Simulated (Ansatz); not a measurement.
# Decaying states in the gap of Ca2BBrN2, part 2 of 3

A new crystal, Ca2BBrN2: structure, gap and complex bands. It is built by putting Ca for Sr in the Sr2BBrN2 structure of space group R-3m, with the volume rescaled by atomic radii. The parent structure comes from the Materials Project.

Ansatz 0.2.0; LDA DFT, plane waves, PAW files (the session's first sound run).

So far. Step 2 (Cell and atoms at rest): The largest force component on a free atom ends at 2.0e-4 eV/Å.

The structure was built from a prototype and need not be the compound's stable phase.

## (3) Band edges

The energy window and the wavevectors of the next steps follow from the band edges, so these are searched first, off the mesh as well.

input.yaml

```yaml
crystal:
  lattice:
    - [1.8845115436, 1.088023247, 8.4531265587]
    - [-1.8845115436, 1.088023247, 8.4531265587]
    - [0.0, -2.176046494, 8.4531265587]
  atoms:
    - { symbol: Ca, position: [0.2500370273, 0.2500370273, 0.2500370273] }
    - { symbol: Ca, position: [0.7499629727, 0.7499629727, 0.7499629727] }
    - { symbol: B, position: [0.5, 0.5, 0.5] }
    - { symbol: Br, position: [0.0, 0.0, 0.0] }
    - { symbol: "N", position: [0.4473156773, 0.4473156773, 0.4473156773] }
    - { symbol: "N", position: [0.5526843227, 0.5526843227, 0.5526843227] }
kpoints:
  mp_grid: { grid: [8, 8, 8] }
  band_path: { path: [VBM, CBM], npoints: 30 }
scf:
  occupations: { method: fixed }
hamiltonian:
  xc: lda
output:
  eigenvalues: true
  write_potential: true
  write_density: true
  volumetric_format: npy
  elf: true
```

Started as:

```sh
> ansatz run input.yaml --threads 2 --pin off --max-ram 4096MiB --backend cpu --events-out ev --progress --plain --runs-dir out
```

Numbers of over 12 decimals in the logs are rounded to 6 here.

The program printed:

```text
[...]
Crystal: 6 atoms, lattice volume = 103.993 Å³
Basis set: ecut = 420 eV, 2033 PW (Γ), FFT grids on a1−a2, a2, −a2+a3
Bands: 26, of which v1, the nominal top of the filled ones, is band 20 counted from 1 (19 counted from 0)
Symmetry: 12 space group operations
[...]
k-points: 65 of 512
[...]
SCF iter   1: F=—  HF=-7145.671939 eV  |F-HF|=—  |Δ(HF+E_count)|=         —  Δρ=8.79e-3  dr2=8.76e-2  ethr=1.77e-3  ⟨swp⟩=5.0  Hψ=6940  notcnv=0  defer=240
[...]
SCF iter   7: F=-7145.649076 eV  HF=-7145.649076 eV  |F-HF|=7.83e-9  |Δ(HF+E_count)|=   1.06e-7  Δρ=2.79e-6  dr2=1.46e-8  ethr=2.50e-10  ⟨swp⟩=11.2  Hψ=8943  notcnv=0
SCF 1 converged in 7 iterations: F = -7145.649076 eV  dr2 = 1.46e-8
[...]
NSCF: frozen V_eff on 32 k-points
[...]
SCF converged after 7 iterations
Free energy (F): -7145.649076 eV
[...]
Internal energy: -7145.649076 eV  (E = F + TS)
E sigma→0 (E₀):  -7145.649076 eV
Fermi energy:    5.450104 eV
[...]
--- Band table (eV; the first three rows and the last of 65) ---
  k-point 0: bands = [... 16 lower, 4.0443, 4.0443, 5.0363, 5.0363, 8.5313, 9.9908, 11.0680, 11.0680, ... 2 higher]
  k-point 1: bands = [... 16 lower, 3.5102, 3.9263, 5.0604, 5.0989, 9.0324, 10.2707, 10.6350, 11.1357, ... 2 higher]
  k-point 2: bands = [... 16 lower, 3.2698, 3.6735, 5.0182, 5.2467, 9.5606, 10.0378, 10.3913, 11.1638, ... 2 higher]
  k-point 64: bands = [... 16 lower, 3.7175, 3.7175, 5.2413, 5.2413, 9.1465, 9.6607, 10.8340, 10.8340, ... 2 higher]
```

The job ended after 12 s (2 threads of Arm Neoverse V2, shared host; peak memory 0.41 GiB; 23 s of CPU time).

Numbers from this step:

```yaml
free_energy: -7145.6491 eV
fermi_energy: 5.450 eV
gap_on_the_k_mesh: 3.081 eV
gap_on_path: 3.081 eV, by band count; negative where bands overlap
direct_gap_on_path: 3.495 eV
edge_places_on_path: 0, 0.9677 1/A along the path
```

The electronic bands at the labelled points (eV, zero at the Fermi level (highest filled level under fixed occupations); v1 is the highest filled band, c1 the lowest empty one):

```tsv
point	v4	v3	v2	v1	c1	c2	c3	c4
VBM	-2.23	-2.03	-0.57	0.00	3.92	4.73	5.09	5.56
halfway	-2.18	-1.78	-0.42	-0.20	4.11	4.59	4.95	5.68
CBM	-1.41	-1.41	-0.41	-0.41	3.08	4.54	5.62	5.62
```

Valence density in the ac plane of the conventional cell at fractional y = 0.000, with atoms of Ca and B and Br and N within 0.2 Å of it. It is the smooth field of the valence electrons, not physical close to the nuclei.

Ten steps, logarithmic in the rise over the least value, from '_' (0.0 e/Å³) to '@' (4.0 e/Å³), each cell a mean:
```
******++==::....::--==******
::::::::::::----::::::::::::
____....::--======--::..____
______..::::------::....____
........::::------::::......
@@@@##++------------==**%%@@
@@%%##==::::::::::::--**%%@@
......::--========--::::....
____..::----======--::....__
==----::::::----::::::::--==
@@%%##++--::::::::--==**%%@@
####**==--..____..::--++**##
%%##**==--....__..::--++##%%
@@%%##++----::::::--==**##%%
--::::::::::::--::::..::::--
____..::--========--::....__
::::::::----====----::::::::
@@@@##++--::::::::::--**%%@@
@@%%##==--------------++##@@
______..::::------::....____
______..::::------::....____
____....::--======--::..____
----::::::::::::::::::::----
********==::....::--++******
```
Columns run along a (3.8 Å), rows up along c (25.4 Å), edges of the conventional cell, whose origin can differ from the input's. Atoms in or near the plane, at fractional coordinates: Ca at (0.00, 0.25), Ca at (0.00, 0.75), B at (0.00, 0.50), Br at (0.00, 0.00), N at (0.00, 0.45), N at (0.00, 0.55).

ELF in the ac plane of the conventional cell at fractional y = 0.000, with atoms of Ca and B and Br and N within 0.2 Å of it. It is the smooth field of the valence electrons, not physical close to the nuclei.

Ten even steps from '_' (0.02) to '@' (0.83), each cell a mean:
```
**##@@@@##==..__::++%%@@%%**
----::..______________..::--
______..::::------::....____
______..--==++++==--::..____
______..--==++++++==::______
@@@@##--..--****++::::++%%@@
%%##**--......::..__..++##%%
____..--**##%%%%%%##++::____
____..--++**######**==::____
++++==..____......__..::==++
++%%@@%%==..______::**@@@@**
++**##**==::____..--++##****
**##%%##++::____..--**######
**%%@@##--......__..++%%@@##
==--::..__........____..--==
____..--**##%%%%%%##++::____
____..::++**##%%##**==::..__
@@@@##==..__..::..__::**%%@@
%%##**--::==**##++--..==##%%
______..::==++++++--::______
______..--==++++++==::..____
______....::::::::::..______
++==--::..__________..--==++
==**@@@@%%==..__::**@@@@##++
```
Columns run along a (3.8 Å), rows up along c (25.4 Å), edges of the conventional cell, whose origin can differ from the input's. Atoms in or near the plane, at fractional coordinates: Ca at (0.00, 0.25), Ca at (0.00, 0.75), B at (0.00, 0.50), Br at (0.00, 0.00), N at (0.00, 0.45), N at (0.00, 0.55).

Electrostatic potential energy in the ac plane of the conventional cell at fractional y = 0.000, with atoms of Ca and B and Br and N within 0.2 Å of it. With pseudopotentials it is smooth inside the atoms' cores, unlike the true potential.

Ten even steps from '_' (-43 eV) to '@' (10 eV), each cell a mean:
```
..::==%%@@@@@@@@@@@@%%**--..
@@@@@@@@@@@@%%%%%%@@@@@@@@@@
@@@@@@@@@@@@@@@@@@@@@@@@@@@@
@@@@@@@@@@@@@@@@@@@@@@@@@@@@
@@@@@@@@@@@@@@@@@@@@@@@@@@@@
__..==##%%@@@@@@@@@@%%**--..
::--++##%%@@@@@@@@@@%%**==::
@@@@@@@@@@@@@@@@@@@@@@@@@@@@
@@@@@@@@@@@@@@@@@@@@@@@@@@@@
@@@@@@@@@@%%%%%%%%@@@@@@@@@@
__..**@@@@@@@@%%@@@@@@%%==__
__::**@@@@@@@@@@@@@@@@%%++..
__--**@@@@@@@@@@@@@@@@%%++..
..--##@@@@@@%%%%%%@@@@%%++::
@@@@@@@@@@@@%%%%%%@@@@@@@@@@
@@@@@@@@@@@@@@@@@@@@@@@@@@@@
@@@@@@@@@@@@@@@@@@@@@@@@@@@@
__..==##%%@@@@@@@@@@%%**--..
::--++##@@@@@@@@@@@@%%##==::
@@@@@@@@@@@@@@@@@@@@@@@@@@@@
@@@@@@@@@@@@@@@@@@@@@@@@@@@@
@@@@@@@@@@@@%%%%@@@@@@@@@@@@
@@@@@@@@@@@@%%%%@@@@@@@@@@@@
____--##@@@@@@@@@@@@%%++..__
```
Columns run along a (3.8 Å; values clipped at the 3rd and 97th percentile), rows up along c (25.4 Å), edges of the conventional cell, whose origin can differ from the input's. Atoms in or near the plane, at fractional coordinates: Ca at (0.00, 0.25), Ca at (0.00, 0.75), B at (0.00, 0.50), Br at (0.00, 0.00), N at (0.00, 0.45), N at (0.00, 0.55).

The searched edges give 3.08 eV, as on the mesh.

## (4) Decaying states in the gap, plane (001)

This step: LDA DFT, plane waves, PAW files; complex bands by layer matching along the plane's normal (Ansatz 0.2.0).

The same crystal is laid in a cell whose first two vectors span the (001) plane (indices of the standard conventional cell, whose axes can be ordered otherwise than in the bulk input). At fixed energy and wavevector in the plane the solver finds all kz, real and complex. A few wavevectors are listed, (0, 0), (-0.5, -0.5) and (0.5, 0) in units of the plane's reciprocal vectors; the slowest state needn't be among them.

input.yaml

```yaml
crystal:
  lattice:
    - [3.769023087, 0.0, 0.0]
    - [1.884511544, 3.264069741, 0.0]
    - [1.884511544, 1.088023247, 8.453126559]
  atoms:
    - { symbol: Ca, position: [0.7499629727, 0.7499629727, 0.7501110819] }
    - { symbol: Ca, position: [0.2500370273, 0.2500370273, 0.2498889181] }
    - { symbol: B, position: [0.5, 0.5, 0.5] }
    - { symbol: Br, position: [0.0, 0.0, 0.0] }
    - { symbol: "N", position: [0.5526843227, 0.5526843227, 0.3419470319] }
    - { symbol: "N", position: [0.4473156773, 0.4473156773, 0.6580529681] }
kpoints:
  mp_grid: { grid: [8, 8, 8] }
scf:
  occupations: { method: fixed }
hamiltonian:
  xc: lda
output:
  eigenvalues: true
  transmission:
    leads: [[0, 0]]
    kpoints: [[0.0, 0.0], [-0.5, -0.5], [0.5, 0.0]]
    e_range: [-1.0, 4.08]
    de: 0.08
```

The program printed:

```text
[...]
Crystal: 6 atoms, lattice volume = 103.993 Å³
Basis set: ecut = 420 eV, 2033 PW (Γ)
Bands: 26, of which v1, the nominal top of the filled ones, is band 20 counted from 1 (19 counted from 0)
Symmetry: 12 space group operations
[...]
k-points: 65 of 512
[...]
SCF iter   1: F=—  HF=-7145.672003 eV  |F-HF|=—  |Δ(HF+E_count)|=         —  Δρ=8.79e-3  dr2=8.76e-2  ethr=1.77e-3  ⟨swp⟩=5.0  Hψ=6935  notcnv=0  defer=242
[...]
SCF iter   7: F=-7145.649076 eV  HF=-7145.649076 eV  |F-HF|=7.80e-9  |Δ(HF+E_count)|=   1.08e-7  Δρ=2.82e-6  dr2=1.47e-8  ethr=2.50e-10  ⟨swp⟩=11.2  Hψ=9035  notcnv=0
SCF 1 converged in 7 iterations: F = -7145.649076 eV  dr2 = 1.47e-8
[...]
transmission: 13 of 39 steps passed
transmission: 26 of 39 steps passed
transmission: 39 of 39 steps passed
SCF converged after 7 iterations
Free energy (F): -7145.649076 eV
[...]
Internal energy: -7145.649076 eV  (E = F + TS)
E sigma→0 (E₀):  -7145.649076 eV
Fermi energy:    5.450105 eV
[...]
--- Band table (eV; the first three rows and the last of 65) ---
  k-point 0: bands = [... 16 lower, 4.0443, 4.0443, 5.0363, 5.0363, 8.5313, 9.9908, 11.0680, 11.0680, ... 2 higher]
  k-point 1: bands = [... 16 lower, 3.9999, 3.9999, 5.0708, 5.0708, 8.5984, 9.9637, 11.0248, 11.0248, ... 2 higher]
  k-point 2: bands = [... 16 lower, 3.8931, 3.8931, 5.1466, 5.1466, 8.7791, 9.8822, 10.9401, 10.9401, ... 2 higher]
  k-point 64: bands = [... 16 lower, 2.9477, 3.2125, 4.9353, 5.2341, 10.0299, 10.3510, 10.7847, 10.8466, ... 2 higher]
--- Transmission ---
  basis      : 109 plane waves across, 13 finite elements along
  points     : 3, as listed
  energies   : 64 from -1.000000 to 4.040000 eV about the Fermi level, 0.080000 eV apart; the leads are filled to 1.540591 eV, and channels, transmission and decay are at 1.560000 eV
  crystal 0  : N2Ca2Br1B1, at the sites [0, 0], period 8.4531 Å: whole cells are its period
    offset         : up to 0.0000 Å between an atom of the period and one for which it stands
    channels       : 0.000000e0 a spin
    conductance    : none, the energies end too early or step too widely for 300 K: set another output.transmission.e_range or a lower de, or, where they end at an eighth of basis.ecutwfc, a higher one
    slowest decay  : 0.3474 /Å at (0.0000, 0.0000)
```

It took 23 s on 2 threads; peak memory 0.42 GiB; 30 s of CPU time.

Numbers from this step:

* level to which the leads are filled: 1.541 eV from the Fermi level
* decay constant at the filling level, zone centre: 0.3474 Å⁻¹
* decay constant at the filling level, slowest listed point: 0.3474 Å⁻¹

K parallel (0, 0); values up to 1.5 1/Å, a degenerate pair printed once or twice; energies at which all values exceed this have no row. The Im kz of the slowest decaying states by energy, zero at the highest filled level on the SCF mesh:

```tsv
energy (eV)	decay 1 (Å⁻¹)	decay 2 (Å⁻¹)	decay 3 (Å⁻¹)	decay 4 (Å⁻¹)
-1.00	0.203	0.304	1.24	1.30
-0.76	0.201	0.329	1.22	1.23
-0.60	0.171	0.342	1.20	1.23
-0.36	0.358	1.18	1.22	1.24
-0.20	0.0545	0.365	1.16	1.21
-0.04	0.212	0.371	1.14	1.20
0.04	0.249	0.374	1.14	1.19
0.20	0.303	0.377	1.12	1.19
0.44	0.357	0.380	1.10	1.17
0.60	0.379	0.384	1.08	1.15
0.84	0.376	0.415	1.05	1.13
1.00	0.373	0.431	1.04	1.11
1.24	0.364	0.451	1.01	1.08
1.40	0.357	0.460	0.990	1.07
1.64	0.342	0.472	0.962	1.04
1.80	0.330	0.477	0.942	1.02
2.04	0.308	0.483	0.912	0.995
2.20	0.290	0.485	0.891	0.976
2.44	0.256	0.485	0.859	0.946
2.60	0.227	0.484	0.836	0.925
2.84	0.167	0.480	0.800	0.893
3.00	0.0993	0.476	0.775	0.871
3.24	0.468	0.735	0.836	0.994
3.40	0.461	0.706	0.812	0.983
3.64	0.448	0.659	0.774	0.965
3.80	0.0653	0.437	0.625	0.747
4.04	0.0813	0.418	0.567	0.704
```

K parallel (-0.5, -0.5); values up to 1.5 1/Å, a degenerate pair printed once or twice; energies at which all values exceed this have no row. Im kz of the slowest decaying states against energy, zero at the highest filled level on the SCF mesh:

```tsv
energy (eV)	decay 1 (Å⁻¹)	decay 2 (Å⁻¹)	decay 3 (Å⁻¹)	decay 4 (Å⁻¹)
-1.0000	0.179	0.488	0.627	0.996
-0.7600	0.512	0.632	0.980	-
-0.5200	0.106	0.532	0.617	0.963
-0.2800	0.231	0.547	0.566	0.946
-0.0400	0.289	0.342	0.559	0.928
0.2800	0.336	0.572	0.609	0.904
0.5200	0.359	0.578	0.693	0.885
0.7600	0.375	0.582	0.746	0.865
1.0000	0.387	0.585	0.784	0.844
1.2400	0.394	0.585	0.813	0.823
1.4800	0.397	0.584	0.800	0.836
1.7200	0.396	0.582	0.777	0.853
1.9600	0.393	0.577	0.753	0.867
2.2800	0.382	0.569	0.718	0.879
2.5200	0.369	0.561	0.691	0.885
2.7600	0.352	0.550	0.662	0.888
3.0000	0.328	0.537	0.631	0.889
3.2400	0.297	0.520	0.599	0.887
3.4800	0.252	0.498	0.566	0.882
3.7200	0.180	0.469	0.533	0.875
3.9600	0.426	0.501	0.864	1.05
```

K parallel (0.5, 0); values up to 1.5 1/Å, a degenerate pair printed once or twice; energies at which all values exceed this have no row. Im kz of the slowest decaying states against energy, zero at the highest filled level on the SCF mesh:

```tsv
energy (eV)	decay 1 (Å⁻¹)	decay 2 (Å⁻¹)	decay 3 (Å⁻¹)	decay 4 (Å⁻¹)
-1.00	0.179	0.488	0.627	0.996
-0.76	0.512	0.632	0.980	-
-0.60	0.526	0.625	0.969	-
-0.36	0.203	0.542	0.589	0.952
-0.20	0.254	0.532	0.552	0.940
-0.04	0.289	0.342	0.559	0.928
0.04	0.303	0.376	0.563	0.922
0.20	0.326	0.566	0.569	0.910
0.44	0.352	0.576	0.670	0.891
0.60	0.365	0.580	0.713	0.878
0.84	0.380	0.583	0.760	0.858
1.00	0.387	0.585	0.784	0.844
1.24	0.394	0.585	0.813	0.823
1.40	0.396	0.585	0.808	0.829
1.64	0.397	0.583	0.785	0.848
1.80	0.396	0.580	0.769	0.858
2.04	0.390	0.576	0.744	0.871
2.20	0.385	0.571	0.727	0.877
2.44	0.374	0.564	0.700	0.884
2.60	0.364	0.557	0.681	0.887
2.84	0.345	0.546	0.652	0.889
3.00	0.328	0.537	0.631	0.889
3.24	0.297	0.520	0.599	0.887
3.40	0.269	0.506	0.577	0.884
3.64	0.209	0.480	0.544	0.877
3.80	0.142	0.456	0.522	0.871
4.04	0.409	0.491	0.860	1.04
```

At the listed wavevectors the last open channel is at -0.28 eV and the next at +3.16 eV on the grid, wider than the gap, since narrow bands can fall between grid energies. At +1.56 eV, the grid energy nearest the filling level (the middle of the gap on the SCF mesh), the slowest state at the listed wavevectors decays with κ = 0.347 Å⁻¹, its amplitude falling by e over 2.9 Å. Through 1 nm of this crystal that state's transmission falls by exp(−2 × 0.347 Å⁻¹ × 10 Å) = 9.6e-4.

## (5) Decay over the two-dimensional zone

The listed points could miss the slowest state, so one energy near mid-gap is solved on a mesh of 12×12.

Edit input.yaml of step 4 so:

```diff
@@ -20,6 +20,2 @@
   eigenvalues: true
-  transmission:
-    leads: [[0, 0]]
-    kpoints: [[0.0, 0.0], [-0.5, -0.5], [0.5, 0.0]]
-    e_range: [-1.0, 4.08]
-    de: 0.08
+  transmission: { leads: [[0, 0]], kmesh: [12, 12], e_range: [1.54, 1.55], de: 0.05 }
```

The program printed:

```text
[...]
Crystal: 6 atoms, lattice volume = 103.993 Å³
Basis set: ecut = 420 eV, 2033 PW (Γ)
Bands: 26, of which v1, the nominal top of the filled ones, is band 20 counted from 1 (19 counted from 0)
Symmetry: 12 space group operations
[...]
k-points: 65 of 512
[...]
SCF iter   1: F=—  HF=-7145.672003 eV  |F-HF|=—  |Δ(HF+E_count)|=         —  Δρ=8.79e-3  dr2=8.76e-2  ethr=1.77e-3  ⟨swp⟩=5.0  Hψ=6935  notcnv=0  defer=242
[...]
SCF iter   7: F=-7145.649076 eV  HF=-7145.649076 eV  |F-HF|=7.80e-9  |Δ(HF+E_count)|=   1.08e-7  Δρ=2.82e-6  dr2=1.47e-8  ethr=2.50e-10  ⟨swp⟩=11.2  Hψ=9035  notcnv=0
SCF 1 converged in 7 iterations: F = -7145.649076 eV  dr2 = 1.47e-8
[...]
transmission: 39 of 247 steps passed
transmission: 78 of 247 steps passed
[...]
transmission: 247 of 247 steps passed
SCF converged after 7 iterations
Free energy (F): -7145.649076 eV
[...]
Internal energy: -7145.649076 eV  (E = F + TS)
E sigma→0 (E₀):  -7145.649076 eV
Fermi energy:    5.450105 eV
[...]
--- Band table (eV; the first three rows and the last of 65) ---
  k-point 0: bands = [... 16 lower, 4.0443, 4.0443, 5.0363, 5.0363, 8.5313, 9.9908, 11.0680, 11.0680, ... 2 higher]
  k-point 1: bands = [... 16 lower, 3.9999, 3.9999, 5.0708, 5.0708, 8.5984, 9.9637, 11.0248, 11.0248, ... 2 higher]
  k-point 2: bands = [... 16 lower, 3.8931, 3.8931, 5.1466, 5.1466, 8.7791, 9.8822, 10.9401, 10.9401, ... 2 higher]
  k-point 64: bands = [... 16 lower, 2.9477, 3.2125, 4.9353, 5.2341, 10.0299, 10.3510, 10.7847, 10.8466, ... 2 higher]
--- Transmission ---
  basis      : 109 plane waves across, 13 finite elements along
  points     : 19, standing for a mesh of 12 x 12
  energies   : 1 from 1.540000 to 1.540000 eV about the Fermi level; the leads are filled to 1.540591 eV, and channels, transmission and decay are at 1.540000 eV
[...]
channels       : 0.000000e0 a spin
    conductance    : none, crystal 0 has no channel at the energies, or these end too early or step too widely for 300 K: set another output.transmission.e_range or a lower de, or, where they end at an eighth of basis.ecutwfc, a higher one
    slowest decay  : 0.3487 /Å at (0.0000, 0.0000)
```

Elapsed: 11 s, on 2 threads; peak memory 0.43 GiB; 21 s of CPU time.

Numbers from this step:

* least decay constant on the mesh: 0.3487 Å⁻¹

Slowest decay constant (1/Å; 0 where a channel is open) over k1 and k2. At 1.5400 eV from the Fermi level.

Ten even steps from '_' (0.349) to '@' (0.579):
```
::==####==::....::::....
--##@@##--..............
==####==::............::
--==--::..............::
::::........____........
::........______........
::........____........::
--::..............::--==
==::............::==####
--..............--##@@##
::....::::....::==####==
::::--==--::::::--==--::
```
Columns: k1 (b1) from -0.5 to 0.417; rows upwards: k2 (b2) from -0.5 to 0.417.

The least value on the mesh is 0.349 Å⁻¹ at +1.54 eV. At that energy the listed points give about 0.349 Å⁻¹ by interpolation, so the mesh holds no clearly slower state.

(Continued in part 3 of 3.)

[Logs are printed without paths, hosts, clocks, repeated set-up lines and the standing remarks that a program may print on its own settings, such as how far it seeks lower states.]

[Hosts, paths, dates, database ids (printed as entryN), source tags and the programs' standing remarks are cut or masked in the printed files.]
